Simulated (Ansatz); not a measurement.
# How many bands does the GW gap of Cs2AgBiBr6 (Fm-3m) need?

How do accuracy and time trade against each other in G0W0 on Cs2AgBiBr6 (Fm-3m)?

Method: G0W0 on PBE, plane waves, PAW, in Ansatz 0.2.0.

Most raw output is cut from this account.

In doubt: one-shot GW on d or f shells is unsure (steps 2, 3, 4, 5, 6), so the values of those runs are not to be relied on.

## (1) The structure

Symmetry: Fm-3m, No. 225, cubic system. Conventional cell: a = 11.232 Å, b = 11.232 Å, c = 11.232 Å, α = 90.00°, β = 90.00°, γ = 90.00°. Cs has 12 Br at 3.97 Å nearest. Nearest to Ag lie 6 Br at 2.80 Å. Nearest to Bi lie 6 Br at 2.81 Å. Nearest to Br lie 1 Ag at 2.80 Å and 1 Bi at 2.81 Å and 4 Cs at 3.97 Å. Farther neighbours and most contacts between anions are not listed.

The cell and positions come from the Crystallography Open Database and are kept as given unless a step says otherwise. Spin-orbit coupling is left out unless a step names it. The default PAW set here is soft_2. Its files were made with PBE.

## (2) 173 empty bands, screening to 36 eV

Now the one-shot GW correction: screening in the RPA, then the self-energy of the levels asked for.

input.yaml

```yaml
crystal:
  lattice:
    - [0.0, 5.6161, 5.6161]
    - [5.6161, 0.0, 5.6161]
    - [5.6161, 5.6161, 0.0]
  atoms:
    - { symbol: Cs, position: [0.25, 0.25, 0.25] }
    - { symbol: Cs, position: [0.75, 0.75, 0.75] }
    - { symbol: Ag, position: [0.5, 0.5, 0.5] }
    - { symbol: Bi, position: [0.0, 0.0, 0.0] }
    - { symbol: Br, position: [0.25055, 0.74945, 0.25055] }
    - { symbol: Br, position: [0.25055, 0.74945, 0.74945] }
    - { symbol: Br, position: [0.74945, 0.25055, 0.74945] }
    - { symbol: Br, position: [0.74945, 0.25055, 0.25055] }
    - { symbol: Br, position: [0.25055, 0.25055, 0.74945] }
    - { symbol: Br, position: [0.74945, 0.74945, 0.25055] }
kpoints:
  mp_grid: { grid: [2, 2, 2] }
hamiltonian:
  xc: pbe
scf:
  occupations: { method: fixed }
gw:
  n_empty_bands: 173
  ecut_chi: 36
  qp_bands: [v3, c3]
  qp_kpoints: band_edges
  screening: { model: contour_deformation }
```

Run with:

```bash
ansatz run input.yaml --threads 3 --pin off --max-ram 92160MiB --backend cuda --events-out ev --progress --plain --runs-dir out --devices 1 --max-vram 13GiB  # rebuilt from the run's record
```

Wall time 9.6 s (1 × NVIDIA H100 80GB HBM3 (shared by 6 runs) with 3 threads of AMD EPYC 7R13 (Zen 3), shared host); peak memory 1.2 GiB.

This step gave:

* bands summed: 220
* RPA ε∞ on this mesh (eigenvalues): 5.878, 5.878, 5.878
* plane waves in the screening matrix: 169
* q-points in the mesh: 8
* G0W0 gap on the mesh: 2.257 eV
* k of the valence top: 0, -0.5, -0.5
* k of the conduction bottom: 0, 0, -0.5
* starting gap on the mesh: 1.234 eV
* Z at the valence top: 0.7662
* Z at the conduction bottom: 0.7875
* least direct G0W0 gap on the computed points: 3.711 eV

The gap on the mesh goes from 1.23 eV to 2.26 eV, a correction of +1.02 eV. Between the two edge states, bare exchange in place of the xc potential would open the gap by 6.82 eV, and correlation takes back 5.80 eV.

## (3) 491 empty bands, screening to 72 eV

Another rung: the empty bands reach about as high as the screening cutoff, so the two stay in balance.

Edit input.yaml of step 2 so:

```diff
@@ -23,4 +23,4 @@
 gw:
-  n_empty_bands: 173
-  ecut_chi: 36
+  n_empty_bands: 491
+  ecut_chi: 72
   qp_bands: [v3, c3]
```

It took 12 s on 1 × NVIDIA H100 80GB HBM3 (shared by 6 runs) with 3 threads; peak memory 1.6 GiB.

Numbers from this step:

```
bands summed                                 : 538
RPA ε∞ on this mesh (eigenvalues)            : 5.830, 5.830, 5.830
plane waves in the screening matrix          : 531
q-points in the mesh                         : 8
G0W0 gap on the mesh                         : 2.152 eV
k of the valence top                         : 0, -0.5, -0.5
k of the conduction bottom                   : 0, 0, -0.5
starting gap on the mesh                     : 1.234 eV
Z at the valence top                         : 0.7586
Z at the conduction bottom                   : 0.7828
least direct G0W0 gap on the computed points : 3.684 eV
```

Against the run with 2×2×2 mesh, 173 empty bands, screening to 36 eV, the gap moves by −0.10 eV.

## (4) 1057 empty bands, screening to 120 eV

Edit input.yaml of step 3 so:

```diff
@@ -23,4 +23,4 @@
 gw:
-  n_empty_bands: 491
-  ecut_chi: 72
+  n_empty_bands: 1057
+  ecut_chi: 120.0
   qp_bands: [v3, c3]
```

Run time: 13 s. Hardware: 1 × NVIDIA H100 80GB HBM3 (shared by 6 runs) with 3 threads; peak memory 2.3 GiB.

This step gave:

* bands summed: 1104
* RPA ε∞ on this mesh (eigenvalues): 5.805, 5.805, 5.805
* plane waves in the screening matrix: 1067
* G0W0 gap on the mesh: 2.225 eV
* k of the valence top: 0, -0.5, -0.5
* k of the conduction bottom: 0, 0, -0.5
* starting gap on the mesh: 1.234 eV
* least direct G0W0 gap on the computed points: 3.748 eV

Against the run with 2×2×2 mesh, 491 empty bands, screening to 72 eV, the gap moves by +0.07 eV.

## (5) Changing the frequency model: 2×2×2 mesh, 1057 empty bands, screening to 120 eV, plasmon pole

A plasmon pole stands in for the full frequency dependence of the screening; this run shows what that costs in accuracy.

Edit input.yaml of step 4 so:

```diff
@@ -27,2 +27,2 @@
   qp_kpoints: band_edges
-  screening: { model: contour_deformation }
+  screening: { model: godby_needs }
```

It took 24 s on 1 × NVIDIA H100 80GB HBM3 (shared by 6 runs) with 3 threads; peak memory 2.6 GiB.

This step gave:

```yaml
bands_summed: 1104
plasmon_pole_fit_frequency: 19.13 eV
rpa_eps_infinity_on_this_mesh_eigenvalues: 5.805, 5.805, 5.805
plane_waves_in_the_screening_matrix: 1067
g0w0_gap_on_the_mesh: 2.193 eV
k_of_the_valence_top: 0, -0.5, -0.5
k_of_the_conduction_bottom: 0, 0, -0.5
starting_gap_on_the_mesh: 1.234 eV
least_direct_g0w0_gap_on_the_computed_points: 3.750 eV
```

Against the run with 2×2×2 mesh, 1057 empty bands, screening to 120 eV, the gap moves by −0.03 eV.

## (6) Changing the files and raising the bands: 2×2×2 mesh, 1567 empty bands, screening to 156 eV, hard PAW files

Other atomic data (hard PAW) test the pseudisation: the cutoff goes from 420 to 680 eV and the valence electrons from 94 to 162, which opens shells that were frozen. Bands and screening cutoff change too, so the step is no clean test of the files.

Edit input.yaml of step 5 so:

```diff
@@ -20,2 +20,3 @@
   xc: pbe
+  pseudopotentials: { kind: paw, source: ansatz }
 scf:
@@ -23,6 +24,6 @@
 gw:
-  n_empty_bands: 1057
-  ecut_chi: 120.0
+  n_empty_bands: 1567
+  ecut_chi: 156.0
   qp_bands: [v3, c3]
   qp_kpoints: band_edges
-  screening: { model: godby_needs }
+  screening: { model: contour_deformation }
```

It took 42 s on 1 × NVIDIA H100 80GB HBM3 (shared by 6 runs) with 3 threads; peak memory 4.1 GiB; 49 s of CPU time.

This step gave:

| Quantity | Value |
| --- | --- |
| bands summed | 1648 |
| RPA ε∞ on this mesh (eigenvalues) | 5.784, 5.784, 5.784 |
| plane waves in the screening matrix | 1471 |
| G0W0 gap on the mesh | 2.265 eV |
| k of the valence top | 0, -0.5, -0.5 |
| k of the conduction bottom | 0, 0, -0.5 |
| starting gap on the mesh | 1.243 eV |
| least direct G0W0 gap on the computed points | 3.762 eV |

Against the run with 2×2×2 mesh, 1057 empty bands, screening to 120 eV, the gap moves by +0.04 eV.

## (7) The runs together

Times are wall times on 1 × NVIDIA H100 80GB HBM3 (shared by 6 runs) with 3 threads of AMD EPYC 7R13 (Zen 3), shared host, good to a factor of about two.

```csv
mesh,files,frequency,bands summed,cutoff (eV),start (eV),G0W0 (eV),time,host memory (GiB)
2×2×2,default PAW,contour deformation,220,36,1.234,2.257,9.6 s,1.2
2×2×2,default PAW,contour deformation,538,72,1.234,2.152,12 s,1.6
2×2×2,default PAW,contour deformation,1104,120,1.234,2.225,13 s,2.3
2×2×2,default PAW,plasmon pole,1104,120,1.234,2.193,24 s,2.6
2×2×2,hard PAW,contour deformation,1648,156,1.243,2.265,42 s,4.1
```

How the two edges are built up, in eV (the quasiparticle level is the starting level plus Σx plus Σc less Vxc):

```csv
run,edge,start,Σx,Σc,Vxc,Z,QP
220 bands,valence top,4.47,-24.34,2.83,-21.37,0.77,4.33
220 bands,conduction bottom,5.70,-9.82,-2.96,-13.67,0.79,6.58
538 bands,valence top,4.47,-24.34,2.57,-21.37,0.76,4.06
538 bands,conduction bottom,5.70,-9.82,-3.34,-13.67,0.78,6.21
1104 bands,valence top,4.47,-24.34,2.29,-21.37,0.75,3.78
1104 bands,conduction bottom,5.70,-9.82,-3.54,-13.67,0.78,6.01
```

## (8) Summary of results

```yaml
220_bands_36_ev: 2.257 eV
538_bands_72_ev: 2.152 eV
1104_bands_120_ev: 2.225 eV
mesh_and_start: 2×2×2, PBE
```

**Reading.** From 220 to 1104 bands the gap moves by −0.03 eV. Σc changes by −0.55 eV at the valence top and −0.58 eV at the conduction bottom, so the levels themselves move more than the gap between them. The gap turns back along the series, so no limit is drawn from it. The plasmon-pole model gives −0.03 eV against contour deformation, 3 % of the correction (the least direct gap moves by +0.002 eV), and saved no time in this program. With hard PAW files and 1648 bands the gap is 2.26 eV. The 2×2×2 mesh is coarse for this cell (its supercell is 16 Å along the shortest edge). The RPA ε∞ on it, from the PBE start, is 5.81; such meshes misread the long-range screening, most where the gap is narrow. Where an edge is built on 6p states of lead, bismuth or thallium, scalar-relativistic gaps usually stand too wide, by a few tenths to over one eV. A d shell, filled or nearly so, lies near the gap. One-shot GW converges very slowly in bands there, not always from below, and on a semilocal start the gap tends to come out low; starts rich in exact exchange can overshoot instead. The many-body steps are scalar-relativistic: spin-orbit coupling is not in them.

[Paths, hosts, dates, memory and timing lines, banners, echoed tables and standing remarks are left out of the program output.]

[Logs are printed without paths, hosts, clocks, repeated set-up lines and the standing remarks that a program may print on its own settings, such as how far it seeks lower states.]

[Runs of the session that timed out or met a known fault of the program may be left out.]

[Cells called generated may have been cut or substituted from an entry of the Crystallography Open Database or the Materials Project.]

[Hosts, paths, dates, database ids (printed as entryN), source tags and the programs' standing remarks are cut or masked in the printed files.]
